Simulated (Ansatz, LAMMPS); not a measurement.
**Relaxing glassy 70P2O5-10Al2O3-20CaO (mol %) (58 atoms)**

How does glassy 70P2O5-10Al2O3-20CaO (mol %) (58 atoms) relax, and what do bonds, charges and levels look like afterwards?

Program: Ansatz 0.2.0. Level of theory: Kohn-Sham DFT, PBE, PAW (set soft_2), plane waves. Results are calculated unless marked as measured.

Report form: the programs' logs are mostly left out.

## 1. Starting point

The cell holds 58 atoms: 14 P, 2 Al, 2 Ca and 40 O. Cell: a = 9.314 Å, b = 9.314 Å, c = 9.314 Å, α = 90.0°, β = 90.0°, γ = 90.0°. 58 atoms (14 P, 2 Al, 2 Ca, 40 O) placed at random at 2.49 g/cm³, melted at 4000 K for 10 ps at fixed volume with the Morse and Coulomb pair potential with partial charges (Pedone, Malavasi, Menziani, Cormack and Segre, J. Phys. Chem. B 110, 11780 (2006)). Quenched from 4000 K to 300 K at 5 K/ps and fixed volume, held 10 ps at zero pressure.

Limits known from the start: The quench rate of 5 K/ps is many orders above laboratory rates, so the cell is likely richer in defects and strain than a real sample. The starting topology of bonds comes from the classical model. The Brillouin zone is sampled at Γ only, in a cell whose shortest periodic width is 9 Å.

## 2. The classical run that made the cell

A classical potential supplies the starting structure, since it reaches far longer times than DFT.

This step: classical MD, Morse and Coulomb pair potential with partial charges (Pedone, Malavasi, Menziani, Cormack and Segre, J. Phys. Chem. B 110, 11780 (2006)) (LAMMPS 22 Jul 2025 - Update 4).

in.lmp

```
# melt-quench of P14Al2Ca2O40
units metal
atom_style charge
boundary p p p
region box block 0 9.3040 0 9.3040 0 9.3040
create_box 4 box
mass 1 30.9738   # P
mass 2 26.9815   # Al
mass 3 40.0780   # Ca
mass 4 15.9990   # O
create_atoms 1 random 14 527325 NULL overlap 1.5 maxtry 2000
create_atoms 2 random 2 527332 NULL overlap 1.5 maxtry 2000
create_atoms 3 random 2 527339 NULL overlap 1.5 maxtry 2000
create_atoms 4 random 40 527346 NULL overlap 1.5 maxtry 2000
pair_style hybrid/overlay pedone 5.5 coul/long 8.0
pair_coeff * * coul/long
pair_coeff 1 4 pedone 0.831326 2.585833 1.800790 1   # P-O
pair_coeff 2 4 pedone 0.361581 1.900442 2.164818 0.9   # Al-O
pair_coeff 3 4 pedone 0.030211 2.241334 2.923245 5   # Ca-O
pair_coeff 4 4 pedone 0.042395 1.379316 3.618701 22   # O-O
set type 1 charge 3
set type 2 charge 1.8
set type 3 charge 1.2
set type 4 charge -1.2
kspace_style pppm 1.0e-4
neigh_modify delay 0 every 1 check yes
thermo_style custom step time temp pe press density
thermo_modify norm yes
timestep 0.002
thermo 100
min_style cg
minimize 1e-4 1e-4 200 2000
reset_timestep 0
velocity all create 4000 527326 mom yes dist gaussian
# [... 11 lines left out ...]
fix md all nvt temp 4000 300 0.2
run 370000 post no
unfix md
thermo 1666
fix md all npt temp 300 300 0.2 iso 0 0 2
run 5000 post no
unfix md
write_dump all custom glass.dump id type xs ys zs modify sort id
```

On the command line:

```bash
> lmp -in in.lmp -log none -nocite
```

Elapsed: 85 s, on 1 thread of Arm Neoverse V2, shared host; peak memory 0.07 GiB.

## 3. Single point at the start

The forces at the start show how far the geometry lies from a minimum of this functional.

input.yaml

```yaml
crystal:
  lattice:
    - [9.31379, 0.0, 0.0]
    - [0.0, 9.31379, 0.0]
    - [0.0, 0.0, 9.31379]
  atoms:
    - { symbol: P, position: [0.0704, 0.79662, 0.57121] }
    - { symbol: P, position: [0.07203, 0.13986, 0.17616] }
    - { symbol: P, position: [0.76602, 0.15011, 0.05607] }
    - { symbol: P, position: [0.54085, 0.79632, 0.70352] }
    - { symbol: P, position: [0.68496, 0.83435, 0.99953] }
    - { symbol: P, position: [0.76238, 0.87547, 0.47056] }
    - { symbol: P, position: [0.29812, 0.81832, 0.33576] }
    - { symbol: P, position: [0.33484, 0.2034, 0.97338] }
[... 46 atom lines left out ...]
    - { symbol: O, position: [0.12191, 0.9261, 0.65265] }
    - { symbol: O, position: [0.40128, 0.88941, 0.70685] }
    - { symbol: O, position: [0.36282, 0.35892, 0.9399] }
    - { symbol: O, position: [0.0959, 0.66224, 0.65412] }
kpoints:
  mp_grid: { grid: [1, 1, 1] }
hamiltonian:
  xc: pbe
scf:
  occupations: { method: fermi_dirac, width: 0.05 }
output:
  forces: true
  stress: true
  populations: true
  dos:
    method: { smearing: { sigma: 0.08 } }
    de: 0.1
    projected: { site_lists: { Al: [Al], Ca: [Ca], O: [O], P: [P] } }
  eigenvalues: true
```

On the command line:

```bash
> ansatz run input.yaml --threads 4 --pin off --max-ram 8192MiB --backend cpu --events-out ev --progress --plain --runs-dir out
```

Wall time 5.9 s (4 threads of Arm Neoverse V2, shared host); peak memory 0.88 GiB; 22 s of CPU time.

Numbers from this run:

```
free energy                                      : -38006.0292 eV
free energy per atom                             : -655.2764 eV/atom
SCF cycles                                       : 10
pressure                                         : 4.329 GPa
r.m.s. force component                           : 1.506 eV/Å
longest force                                    : 6.626 eV/Å
Fermi energy                                     : 5.201 eV
gap (highest filled to lowest empty level) : 2.135 eV
spilling of the projection                       : 0.01763
```

The r.m.s. force component of 1.5 eV/Å and the pressure of 4.3 GPa set the starting point.

Neighbours are counted within 1.98 Å (O-P), 2.27 Å (O-Al), 2.83 Å (O-Ca).

Length of the force by element and coordination:

```
element  coordination  atoms  mean length of the force (eV/Å)  spread  least  most
     Al           all      2                             2.38  0.0491   2.33  2.43
     Ca           all      2                             1.43   0.158   1.27  1.58
      O           all     40                             1.75   0.890  0.575  4.09
      O             1      8                             1.22   0.325  0.695  1.52
      O             2     30                             1.85   0.950  0.575  4.09
      O             3      2                             2.36   0.511   1.85  2.87
      P           all     14                             3.78    1.33   2.01  6.63
```

## 4. Relaxation

With the cell held, the atoms are moved downhill towards a nearby minimum.

input.yaml, the sections that differ from step 3:

```yaml
output:
  forces: true
relax:
  f_tol: 0.03
  max_steps: 200
# crystal, kpoints, hamiltonian, scf: as in step 3
```

Elapsed: 69 s, on 4 threads; peak memory 0.86 GiB.

Step by step (22 of 23):

```csv
step,energy less that of the first step (eV),largest force component (eV/Å)
1,0.0000,6.3279
2,-2.3500,4.8808
3,-4.8623,1.1974
4,-5.5768,1.0188
5,-6.0667,0.8718
6,-6.6164,0.4722
7,-6.9234,0.5870
8,-7.1631,0.3664
9,-7.2804,0.2956
10,-7.3386,0.3452
11,-7.4552,0.3488
13,-7.5810,0.4399
14,-7.6262,0.2151
15,-7.6683,0.3448
16,-7.6916,0.2147
17,-7.7032,0.0913
18,-7.7038,0.1656
19,-7.7180,0.0923
20,-7.7201,0.0333
21,-7.7194,0.1036
22,-7.7221,0.0343
23,-7.7228,0.0163
```

Relaxation step 21 was tried and not accepted.

The atoms that moved most (Å):

| atom | dx | dy | dz | length |
| --- | --- | --- | --- | --- |
| O19 | -0.818 | 0.793 | -0.118 | 1.145 |
| O43 | -0.410 | -0.651 | 0.615 | 0.985 |
| O52 | 0.119 | 0.173 | 0.897 | 0.922 |
| O20 | -0.154 | 0.134 | -0.892 | 0.915 |
| O49 | 0.094 | -0.805 | 0.309 | 0.868 |
| O50 | -0.241 | 0.792 | 0.219 | 0.856 |
| O39 | -0.459 | -0.684 | 0.063 | 0.826 |
| O42 | 0.656 | -0.451 | -0.130 | 0.807 |

The relaxation changed the energy by -133 meV/atom, and atoms moved by 0.56 Å r.m.s., 1.1 Å at most.

## 5. Structure statistics after relaxation

Bonds before and after, by the cutoffs listed below:

```csv
pair,bonds before,bonds after,mean before (Å),mean after (Å),spread before (Å),spread after (Å)
O-P,56,56,1.532,1.564,0.036,0.072
O-Al,8,9,1.747,1.815,0.060,0.073
O-Ca,10,9,2.451,2.305,0.147,0.117
```

Density 2.48 g/cm³, 13.93 Å³ an atom.

g(r), total and by pair (bins of 0.2 Å):

| r (Å) | total | O-O | O-P | O-Al | O-Ca | P-P | P-Al |
| --- | --- | --- | --- | --- | --- | --- | --- |
| 1.40 | 1.23 | 0.00 | 3.69 | 0.00 | 0.00 | 0.00 | 0.00 |
| 1.60 | 3.04 | 0.00 | 9.16 | 0.00 | 0.00 | 0.00 | 0.00 |
| 1.80 | 0.60 | 0.00 | 0.38 | 10.03 | 0.00 | 0.00 | 0.00 |
| 2.00 | 0.05 | 0.00 | 0.00 | 1.08 | 0.00 | 0.00 | 0.00 |
| 2.20 | 0.19 | 0.00 | 0.00 | 0.00 | 4.06 | 0.00 | 0.00 |
| 2.40 | 0.61 | 1.06 | 0.00 | 0.00 | 2.23 | 0.00 | 0.00 |
| 2.60 | 2.18 | 4.52 | 0.00 | 0.00 | 0.58 | 0.00 | 0.00 |
| 2.80 | 0.36 | 0.56 | 0.07 | 0.00 | 0.00 | 0.40 | 2.78 |
| 3.00 | 0.98 | 1.17 | 0.19 | 0.88 | 0.45 | 5.11 | 0.00 |
| 3.20 | 0.79 | 0.88 | 0.61 | 0.00 | 0.41 | 0.32 | 7.91 |
| 3.40 | 1.04 | 0.93 | 1.58 | 0.00 | 0.36 | 0.00 | 0.00 |
| 3.60 | 0.81 | 0.62 | 1.02 | 1.88 | 0.32 | 0.26 | 0.00 |
| 3.80 | 1.00 | 0.56 | 1.57 | 1.68 | 1.41 | 0.45 | 0.00 |
| 4.00 | 1.17 | 0.63 | 2.07 | 2.52 | 0.52 | 0.20 | 0.00 |
| 4.20 | 1.02 | 0.80 | 1.33 | 1.34 | 1.36 | 0.73 | 0.68 |
| 4.40 | 1.08 | 1.21 | 0.86 | 0.83 | 1.44 | 1.50 | 1.20 |
| 4.60 | 0.98 | 0.99 | 0.76 | 0.58 | 1.69 | 2.02 | 0.56 |

Bonds by pair of elements; cutoffs follow the first minimum of g(r), held within bounds set by covalent radii, and pairs that aren't listed don't count as bonded:

```csv
pair A-B,cutoff (Å),bonds,mean length (Å),spread (Å),shortest (Å),B about A,A about B
O-P,2.11,56,1.56,0.072,1.46,1.4,4
O-Al,2.33,9,1.81,0.073,1.73,0.225,4.5
O-Ca,2.83,9,2.31,0.117,2.19,0.225,4.5
```

How many atoms have how many bonded neighbours:

```csv
element,mean,1,2,3,4,5
Al,4.5,0,0,0,1,1
Ca,4.5,0,0,0,1,1
O,1.85,7,32,1,0,0
P,4,0,0,0,14,0
```

Bond angles (no mean is given where the spread exceeds 20°):

```csv
angle,count,mean (°),spread (°)
O-P-O,84,109,6.2
P-O-P,16,139,10.9
O-Al-O,16,-,-
O-Ca-O,16,-,-
Ca-O-P,9,144,14.5
```

Oxygen atoms by the number of network formers (Si, P, Ge, B, Al, As, Ga) bound to them:

```
network formers bound to O  O atoms  per cent
                         0        0         0
                         1       15      37.5
                         2       25      62.5
```

Network units: each former by its oxygen neighbours and how many of them bridge to another former:

```
former  O neighbours  bridging O  atoms
     P             4           2      3
     P             4           3      9
     P             4           4      2
    Al             4           4      1
    Al             5           5      1
```

Bond length by coordination (bonds to H left out):

```csv
element,coordination,atoms,mean bond length (Å)
Al,4,1,1.77
Al,5,1,1.85
Ca,4,1,2.26
Ca,5,1,2.34
O,1,7,1.47
O,2,32,1.69
O,3,1,2.01
```

Rings of the network by King's shortest-path rule, up to 12 atoms, one path for each pair of neighbours; H, halogens, alkali and alkaline-earth atoms are left out, and the last column divides by all other atoms, bonded or not:

```
ring size (atoms)  rings  per network atom
                6      1             0.018
               10      1             0.018
               12      3             0.054
```

For some of the pairs, g(r) has its first main peak near 2.5 Å (O-O), 1.6 Å (O-P), 1.8 Å (O-Al), 2.3 Å (O-Ca) and 3.0 Å (P-P). By these cutoffs 50 % of Al atoms have 4 and as many 5, 50 % of Ca atoms have 4 and as many 5, 80 % of O atoms have 2 and all P atoms have 4 bonded neighbours. The O-P-O angle averages 109° with a spread of 6°. 62 % of the oxygens bridge two formers (P and Al) and 38 % are non-bridging. The commonest P unit has 4 oxygens, 3 of them shared with other formers (9 of 14 atoms). Rings of 12 atoms are the most common (60 % of those counted); sizes run from 6 to 12, where the search stops.

## 6. Single point at the relaxed geometry

One more single point at the end of the walk gives the fuller output and checks the residual forces.

input.yaml

```yaml
crystal:
  lattice:
    - [9.31379, 0.0, 0.0]
    - [0.0, 9.31379, 0.0]
    - [0.0, 0.0, 9.31379]
  atoms:
    - { symbol: P, position: [0.09728, 0.76913, 0.56075] }
    - { symbol: P, position: [0.06589, 0.16495, 0.14929] }
    - { symbol: P, position: [0.76445, 0.20812, 0.03262] }
    - { symbol: P, position: [0.54345, 0.81255, 0.73692] }
    - { symbol: P, position: [0.68425, 0.88733, 0.01129] }
    - { symbol: P, position: [0.78768, 0.84417, 0.49706] }
    - { symbol: P, position: [0.30657, 0.8187, 0.32549] }
    - { symbol: P, position: [0.31695, 0.18501, 0.94546] }
[... 46 atom lines left out ...]
    - { symbol: O, position: [0.12952, 0.91917, 0.62149] }
    - { symbol: O, position: [0.41036, 0.90201, 0.69127] }
    - { symbol: O, position: [0.38564, 0.32286, 0.89622] }
    - { symbol: O, position: [0.15813, 0.64789, 0.64614] }
kpoints:
  mp_grid: { grid: [1, 1, 1] }
hamiltonian:
  xc: pbe
scf:
  occupations: { method: fermi_dirac, width: 0.05 }
output:
  forces: true
  stress: true
  populations: intrinsic
  dos:
    method: { smearing: { sigma: 0.08 } }
    de: 0.1
    projected: { site_lists: { Al: [Al], Ca: [Ca], O: [O], P: [P] } }
  eigenvalues: true
  write_density: true
  write_potential: true
  volumetric_format: npy
  elf: true
```

Elapsed: 6.1 s, on 4 threads; peak memory 0.89 GiB; 22 s of CPU time.

Numbers from this run:

* free energy: -38013.7520 eV
* free energy per atom: -655.4095 eV/atom
* SCF cycles: 9
* pressure: 0.4141 GPa
* r.m.s. force component: 0.00591 eV/Å
* longest force: 0.02116 eV/Å
* Fermi energy: 4.818 eV
* gap (highest filled to lowest empty level): 4.425 eV

Intrinsic-atomic-orbital charges by element and coordination:

```
element  coordination  atoms  mean charge (e)  spread   least    most
     Al           all      2             1.36  0.0072    1.35    1.36
     Al             4      1             1.35       0    1.35    1.35
     Al             5      1             1.36       0    1.36    1.36
     Ca           all      2             1.77  0.0052    1.76    1.77
     Ca             4      1             1.77       0    1.77    1.77
     Ca             5      1             1.76       0    1.76    1.76
      O           all     40           -0.911  0.0743   -1.09  -0.817
      O             1      7           -0.929  0.0214  -0.967  -0.904
      O             2     32           -0.907  0.0818   -1.09  -0.817
      O             3      1           -0.939       0  -0.939  -0.939
      P           all     14             2.16  0.0459    2.09    2.24
```

Density of states as counts of states in windows of 1 eV (from the Fermi level), total and the larger projections:

```
from (eV)  to (eV)  total   O p  P p  O s
      -18      -16    0.0   0.0  0.0  0.0
      -16      -15    2.0   1.1  0.2  0.2
      -15      -14    2.0   1.2  0.3  0.2
      -14      -13    6.0   3.5  0.8  0.6
      -13      -12    6.0   3.7  1.0  0.5
      -12      -11    8.3   5.3  1.6  0.6
      -11      -10   10.5   7.3  2.1  0.3
      -10       -9    8.7   6.1  1.2  0.6
       -9       -8   10.6   7.4  1.2  1.2
       -8       -7   24.3  18.4  2.4  2.4
       -7       -6   33.2  27.3  2.3  2.2
       -6       -5   33.8  30.3  1.2  1.1
       -5       -4   34.5  31.7  1.1  0.8
       -4       -3   37.3  34.9  1.1  0.3
       -3       -2   22.8  21.6  0.5  0.1
       -2        2    0.0   0.0  0.0  0.0
        2        3    2.0   0.2  0.1  0.4
        3        4    8.0   1.1  1.8  1.3
        4        5   26.0   2.7  4.7  2.0
```

The curve was stored every 0.100 eV, coarse against its broadening of 0.08 eV, so these counts are rough.

Between -26 and -18 eV lie 92 more states.

The levels nearest the highest filled one (over half full), pooled over k-points and spins:

```csv
level less the highest filled one (eV),occupation
-0.472,2
-0.337,2
-0.268,2
-0.152,2
-0.0611,2
0,2
4.42,0
5.46,0
5.58,0
5.89,0
6.12,0
6.36,0
```

ELF in the bc plane at fractional x = 0.598, with atoms of P and Al and O within 0.2 Å of it. It is the smooth field of the valence electrons, not physical close to the nuclei.

Ten even steps from '0' (0.00) to '9' (0.87), each cell a mean:
```
10000000000000000000125764
40000010000000000000158888
72000121000000134420168569
81000001000000257753268679
30011000000000378876469988
00466520000000268876224542
03799973100000036544344310
06987996200000001213798520
06997996100121000014898630
04899984000243200015888620
01567631000234200002566410
00011000000011100000111100
00000111000000000000000000
00013443321121100011110000
00146776534577520012210000
00257887326889961011110000
00146785007968981000000000
00013453017978970000122100
00000135534788850004787620
00000268851245310049999840
00000599983000000169847850
11100599995000000158868851
11100268874000000036888741
10000012210000000013554331
```
Columns run along b (9.3 Å), rows up along c (9.3 Å). Atoms in or near the plane, at fractional coordinates: P at (0.33, 0.29), Al at (0.67, 0.26), O at (0.16, 0.66), O at (0.82, 0.12), O at (0.91, 0.87).

Valence density in the bc plane at fractional x = 0.598, with atoms of P and Al and O within 0.2 Å of it. It is the smooth field of the valence electrons, not physical close to the nuclei.

Ten steps, logarithmic in the rise over the least value, from '_' (0.0 e/Å³) to '@' (6.9 e/Å³), each cell a mean:
```
::..________..________________________..::--==++++--
--..________....______________________....==**%%##++
==..______......________________........::==##@@@@##
--..______......______________..::--------++##@@@@##
::............______________..::--========++**##**++
....::--==--::..____________..::--==========++==--::
..::==**##**--..______________..::--====++++++==::..
..--**%%@@%%++::________________..::::==++****==::..
..--**%%@@%%++::__________________..::--++****==::..
__::==**##**--..________....________..--==++++--..__
__..::------..__________....__________..::----::..__
______........__________________________........____
________..........____________________......________
______....::----::::..........____..........________
______..--==++====----======--......::::::..________
______..--++**++====++**####++--::::::::::..________
______..--==++++----**%%@@@@##==::....::::..________
______..::--====--==**##%%%%**==::....::::::..______
________..::--++++====++****==--....::--======::..__
________..::==****==--::--::::::....--++##%%##==::__
..______..--++####++::..............--**%%@@@@**--..
..........--++****==::____________..::++%%@@%%**--::
::........::--====::..______________..--++##**++--::
::....____..........__________________::--======--::
```
Columns run along b (9.3 Å), rows up along c (9.3 Å). Atoms in or near the plane, at fractional coordinates: P at (0.33, 0.29), Al at (0.67, 0.26), O at (0.16, 0.66), O at (0.82, 0.12), O at (0.91, 0.87).

Mean intrinsic-atomic-orbital charges: Al +1.36, Ca +1.77, O -0.91, P +2.16 e.

A closer look about P6, picked at random: 10 atoms, nearest first, numbered in the order of the input, with positions taken from that point.

```csv
atom,x,y,z,distance (Å),bonds,intrinsic-atomic-orbital charge (e)
P6,0.00,0.00,0.00,0.00,4,2.16
O37,0.26,1.41,-0.29,1.47,1,-0.91
O33,-0.56,-0.89,-1.07,1.50,2,-0.91
O49,1.30,-0.85,0.50,1.63,2,-0.84
O29,-1.09,-0.18,1.23,1.66,2,-0.86
P1,2.88,-0.70,0.59,3.03,4,2.18
O51,0.59,1.79,2.58,3.19,1,-0.95
P4,-2.27,-0.29,2.23,3.20,4,2.17
Al15,-1.64,-1.62,-2.23,3.21,5,1.36
O39,-0.46,-3.20,0.67,3.30,1,-0.90
```

The column of bonds counts only the pairs O-P within 2.11 Å, O-Al within 2.33 Å, O-Ca within 2.83 Å; other neighbours, such as metal atoms beside each other in a compound, aren't counted, and periodic images can show an atom twice.

## 7. What came out

| Quantity | Value |
| --- | --- |
| energy change in the relaxation | -133.2 meV/atom |
| r.m.s. displacement | 0.562 Å |
| largest displacement | 1.145 Å |
| free energy per atom | -655.4095 eV/atom |
| pressure | 0.4141 GPa |
| r.m.s. force component | 0.00591 eV/Å |
| gap (highest filled to lowest empty level) | 4.425 eV |
| wall time of the 3 DFT runs | 81 s |

In words: Relaxation lowers the energy by 133 meV/atom and moves atoms by 0.56 Å r.m.s.; the r.m.s. force component goes from 1.5 to 0.0059 eV/Å, the pressure goes from 4.3 to 0.41 GPa, and the gap from 2.13 to 4.42 eV. By the final cutoffs 1 of 74 bonded pairs parted and 1 joined. First to last step the energy falls by 7.723 eV; the largest move, 1.14 Å, is that of O19. The O-Ca bonds change most in mean length: from 2.451 Å (spread 0.147) to 2.305 Å (spread 0.117), and their number from 10 to 9. With the cutoffs above, 50 % of Al atoms have 4 and as many 5, 50 % of Ca atoms have 4 and as many 5, 80 % of O atoms have 2 and all P atoms have 4 bonded neighbours. 62 % of the oxygens bridge two formers (P and Al) and 38 % are non-bridging. The highest filled and lowest empty levels differ by 4.42 eV (at Γ alone); a semilocal functional tends to put such gaps too low. In a disordered cell it changes from sample to sample, and tail or defect levels can set it.

**Limits.** The starting topology of bonds comes from the classical model; in DFT 1 of its 74 bonded pairs passed out of the cutoffs and 1 came within them. The stress is far from hydrostatic: its diagonal is -1.6, 2.6, 0.3 GPa, compression counted positive.

[Logs are printed without paths, hosts, clocks, repeated set-up lines and the standing remarks that a program may print on its own settings, such as how far it seeks lower states.]

[Hosts, paths, dates, database ids (printed as entryN), source tags and the programs' standing remarks are cut or masked in the printed files.]
